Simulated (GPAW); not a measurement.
# InCo3P (model structure): optical spectrum from first principles, part 2 of 2

Aim: the dielectric function of InCo3P (model structure), and the optical constants that follow from it. The structure is a model built here, which may or may not match a known phase. It was built so: All N replaced by P in the Pm-3m structure of InCo3N. The cell given below was relaxed beforehand with Ansatz.

GPAW 26.7.0; DFT, PBE, plane-wave PAW (GPAW data sets), scalar-relativistic, RPA, optical limit.

So far. Step 2 (Ground state): There are states at the Fermi level within the smearing, so the occupations stay smeared and the carriers get a Drude term.

## Step 4: Dielectric function, RPA

Local fields let the induced charge screen the field inside the cell, which as a rule lowers ε, most along directions where the density is uneven.

This step: DFT, PBE, plane-wave PAW (GPAW data sets), scalar-relativistic, RPA, optical limit (GPAW 26.7.0).

The input, df.py:

```python
from gpaw.response.df import DielectricFunction

df = DielectricFunction('full.gpw', frequencies={'type': 'nonlinear', 'domega0': 0.03, 'omega2': 8},
                        ecut=50,
                        eta=0.15,
                        nbands=42,
                        rate=0.03,
                        txt='df.txt')
for direction in ['x']:
    df.get_dielectric_function(xc='RPA', direction=direction, filename=f'df_{direction}.csv')
```

The run is started by

```console
$ OMP_NUM_THREADS=1 python df.py
```

The program printed:

```text
Using integrator: PointIntegrator
NonLinearFrequencyDescriptor(from 0.000 to 31.689 eV, 401 points)
Nonperiodic BCs:  [False False False]
Using integrator: PointIntegrator
NonLinearFrequencyDescriptor(from 0.000 to 31.689 eV, 401 points)
Nonperiodic BCs:  [False False False]
Using integrator: PointIntegrator

Calculating chi0 body with:
    Ground state adapter containing:
    Number of spins: 2
    Number of kpoints: 512
    Number of irreducible kpoints: 35
    Number of completely occupied states: 17
    Number of partially occupied states: 25

    Linear response parametrization:
    q_c: [0.0, 0.0, 0.0]
    Number of frequency points: 401
    Planewave cutoff: 50.0
    Number of bands: 42
    Number of planewaves: 57
    Broadening (eta): 0.15

Integrating chi0 body.

Symmetries of q_c:
    Direct symmetries (Uq -> q): 48
    Indirect symmetries (TUq -> q): 0
In total 48 allowed symmetries.

35 groups of equivalent kpoints. 93.1640625% reduction.

Integral kind: spectral function

Calculating chi0 optical extensions with:
    Ground state adapter containing:
    Number of spins: 2
    Number of kpoints: 512
    Number of irreducible kpoints: 35
    Number of completely occupied states: 17
    Number of partially occupied states: 25

    Linear response parametrization:
    Number of frequency points: 401
    Planewave cutoff: 50.0
    Number of bands: 42
    Number of planewaves: 57
    Broadening (eta): 0.15
Integrating chi0 head and wings.

Symmetries of q_c:
    Direct symmetries (Uq -> q): 48
    Indirect symmetries (TUq -> q): 0
In total 48 allowed symmetries.

35 groups of equivalent kpoints. 93.1640625% reduction.

Integral kind: spectral function wings

Calculating drude chi0 with:
    Number of frequency points:401
    Plasma frequency decay rate: 0.03 eV

    Ground state adapter containing:
    Number of spins: 2
    Number of kpoints: 512
    Number of irreducible kpoints: 35
    Number of completely occupied states: 17
    Number of partially occupied states: 25

Symmetries of q_c:
    Direct symmetries (Uq -> q): 48
    Indirect symmetries (TUq -> q): 0
In total 48 allowed symmetries.

35 groups of equivalent kpoints. 93.1640625% reduction.

Integral kind: intraband
Plasma frequency:
[[2.78+0.j 0.  +0.j 0.  +0.j]
 [0.  -0.j 2.78+0.j 0.  +0.j]
 [0.  +0.j 0.  +0.j 2.78+0.j]]
```

Wall time 22 s (1 thread of Arm Neoverse V2, shared host); peak memory 0.35 GiB.

Some rows of df_x.csv (energy; Re and Im without local fields; Re and Im with them):

```text
0.000000, 8668.402104, 0.000000, 8668.206501, 0.000000
0.460735, -5.411361, 33.487075, -5.668430, 33.435697
0.943989, -1.803968, 21.325915, -1.960897, 21.185491
1.451455, 3.027537, 13.529619, 2.966096, 13.360523
1.984998, 5.036742, 8.895035, 4.972822, 8.743655
2.546682, 7.484784, 10.338045, 7.377071, 10.118759
3.138794, 8.188030, 12.236051, 8.214202, 11.643961
3.763875, 1.717457, 14.592241, 2.531572, 14.430746
4.424758, -2.371042, 9.809949, -2.123634, 10.370913
5.124608, -0.882560, 7.434829, -0.879988, 7.670706
5.866977, -1.178899, 6.807211, -1.060287, 7.110629
6.655862, -0.907835, 5.440976, -1.197204, 5.742617
7.495775, -1.623210, 5.045504, -2.046630, 5.088791
8.391833, -1.532465, 3.905485, -1.876191, 3.697706
9.349861, -2.610927, 3.103404, -2.504944, 3.088080
10.376517, -1.535587, 1.614641, -1.605219, 1.550976
11.479449, -0.924452, 1.769228, -0.941386, 1.634083
12.667487, -0.696970, 1.268566, -0.757830, 1.086594
13.950874, -0.467488, 1.012571, -0.465390, 0.912895
15.341572, -0.274577, 1.054259, -0.235245, 0.877979
16.853625, -0.325775, 0.841113, -0.181917, 0.738209
```

Sum at mesh points, not converged in k. Table of Im ε, E ∥ x by photon energy; read off at these points:

```
photon energy (eV)  Im ε, E ∥ x
              0.50         33.2
              1.00         18.9
              1.50         12.9
              2.00         8.67
              2.50         9.98
              3.00         10.5
              3.50         14.3
              3.64         14.9
              4.00         14.2
              4.50         9.70
              5.00         7.87
              5.50         7.54
              6.00         6.89
              6.50         5.92
              7.00         6.25
              7.50         5.08
              8.00         4.19
              8.50         3.80
              9.00         3.47
              9.50         2.67
             10.00         1.87
             10.50         1.52
             11.00         1.44
             11.50         1.63
             12.00         1.30
             12.50         1.12
             13.00         1.03
             13.50         1.03
             14.00        0.902
             14.50        0.875
             15.00        0.895
             15.50        0.899
             16.00        0.763
             16.50        0.752
             17.00        0.730
```

Values under 1 per cm are given as 1; sum at mesh points, not converged in k. Table of absorption coefficient, E ∥ x by photon energy:

photon energy (eV), log10 absorption coefficient, E ∥ x (1/cm) and a bar from the least value:
```
    0.492        5.3 
    1.010        5.5 ######
    1.486        5.5 #######
    1.985        5.5 ######
    2.508        5.6 #########
    3.018        5.7 ############
    3.510        5.9 ###################
    3.980        6.0 #######################
    4.516        6.0 ########################
    4.981        6.0 #######################
    5.515        6.0 ########################
    6.021        6.1 #########################
    6.494        6.1 ##########################
    6.985        6.1 ###########################
    7.496        6.2 ############################
    8.026        6.2 #############################
    8.516        6.2 ############################
    9.023        6.2 #############################
    9.483        6.2 ##############################
   10.026        6.2 #############################
   10.519        6.2 ###########################
   11.029        6.1 ###########################
   11.479        6.1 ###########################
   12.023        6.1 ###########################
   12.504        6.1 ##########################
   13.000        6.1 ##########################
   13.512        6.1 ##########################
   14.040        6.1 #########################
   14.493        6.1 #########################
   14.960        6.1 #########################
   15.536        6.1 #########################
   16.031        6.1 #########################
   16.541        6.1 #########################
   16.959        6.1 #########################
```

Sum at mesh points, not converged in k. Table of reflectivity at normal incidence, E ∥ x by photon energy; read off at these points:

photon energy (eV), reflectivity at normal incidence, E ∥ x (%) and a bar from the least value:
```
     0.50       62.7 ##############################
     1.00       54.0 #######################
     1.50       42.8 ##############
     2.00       33.5 #######
     2.50       36.2 #########
     3.00       37.2 ##########
     3.50       43.2 ###############
     4.00       46.4 #################
     4.20       48.9 ###################
     4.50       46.6 #################
     5.00       40.8 #############
     5.50       38.8 ###########
     6.00       40.0 ############
     6.28       41.5 #############
     6.50       40.0 ############
     7.00       40.8 #############
     7.50       42.4 ##############
     8.00       45.0 ################
     8.50       41.0 #############
     9.00       42.1 ##############
     9.50       50.6 #####################
     9.68       52.3 ######################
    10.00       50.9 #####################
    10.50       46.5 #################
    11.00       40.1 ############
    11.50       35.9 #########
    11.79       40.5 #############
    12.00       39.4 ############
    12.50       37.7 ##########
    13.00       34.2 ########
    13.50       31.1 #####
    14.00       30.9 #####
    14.50       28.1 ###
    15.00       25.3 #
    15.50       24.8 
    16.00       25.9 #
    16.50       25.0 #
    17.00       24.3
```

Sum at mesh points, not converged in k. The Im ε, E ∥ x by photon energy; read off at these points:

```
photon energy (eV)  without local fields  with local fields
               1.0                  19.0               18.9
               2.0                  8.82               8.67
               3.0                  11.0               10.5
               3.6                  15.3               14.8
               4.0                  14.0               14.2
               5.0                  7.60               7.87
               6.0                  6.51               6.89
               7.0                  6.02               6.25
               8.0                  4.25               4.19
               9.0                  3.78               3.47
              10.0                  1.93               1.87
              11.0                  1.51               1.44
              12.0                  1.37               1.30
              13.0                  1.19               1.03
              14.0                  1.00              0.902
              15.0                  1.02              0.895
              16.0                 0.922              0.763
              17.0                 0.812              0.730
```

Sum at mesh points, not converged in k. Table of loss function −Im 1/ε at q → 0, E ∥ x by energy loss; read off at these points:

```
energy loss (eV)  loss function −Im 1/ε at q → 0, E ∥ x
             0.5                                 0.0299
             1.0                                 0.0528
             1.5                                 0.0738
             2.0                                 0.0859
             2.5                                 0.0637
             3.0                                 0.0602
             3.5                                 0.0604
             4.0                                 0.0700
             4.5                                 0.0989
             5.0                                  0.125
             5.5                                  0.132
             6.0                                  0.141
             6.5                                  0.159
             7.0                                  0.151
             7.5                                  0.169
             8.0                                  0.180
             8.5                                  0.213
             9.0                                  0.221
             9.5                                  0.200
            10.0                                  0.249
            10.5                                  0.341
            11.0                                  0.444
            11.5                                  0.455
            12.0                                  0.494
            12.5                                  0.595
            13.0                                  0.712
            13.5                                  0.776
            14.0                                  0.891
            14.5                                  0.985
            15.0                                   1.02
            15.5                                   1.03
            16.0                                   1.19
            16.5                                   1.23
            17.0                                   1.29
```

Optical constants at common wavelengths, from n + ik = √ε:

```
wavelength (nm)     n      k  R (%)     1/α
           1550  3.66  3.748   59.1   33 nm
           1064  2.95  2.592   47.1   33 nm
            633  2.73  1.626   34.1   31 nm
            532  3.11  1.441   34.5   29 nm
            405  3.30  1.660   37.9   19 nm
            248  1.87  2.099   40.8  9.4 nm
            193  1.53  1.981   40.7  7.8 nm
```

In reflection the computed colour is grey: x = 0.305, y = 0.321, luminous reflectivity 34 %.

## Step 5: Results

In words: At this level (PBE, RPA) InCo3P is a metal. The mesh is too coarse to trust the carriers' weight, the reflectivity or the colour to better than tens of per cent. In reflection the computed colour is grey: x = 0.305, y = 0.321, luminous reflectivity 34 %. The carriers' damping of 0.03 eV is typed, not computed; it shapes the response at the lowest energies. Spin-orbit coupling is left out although heavy atoms are present. The magnetic state comes from one start and need not be the lowest. The curves end at 17 eV, about where the summed bands run out. In this version of GPAW the matrix elements of the optical limit are incomplete, which can lower ε − 1 by up to a tenth where first-row anions or d states rule, and shift it by more in d metals. GPAW's carrier term has the form −ωp²/(ω + i·rate)², which damps like twice the rate and fails at low energy, so the curves leave the lowest energies out. The sum runs over mesh points 0.19 Å⁻¹ apart with no interpolation, so peaks are partly noise of the mesh, and the Drude plasma energy, a sum over the Fermi surface, isn't converged.

[Machine, clock and banner lines and Python warnings are left out of the logs.]

[Logs are printed without paths, hosts, clocks, repeated set-up lines and the standing remarks that a program may print on its own settings, such as how far it seeks lower states.]

[Hosts, paths, dates, database ids (printed as entryN), source tags and the programs' standing remarks are cut or masked in the printed files.]
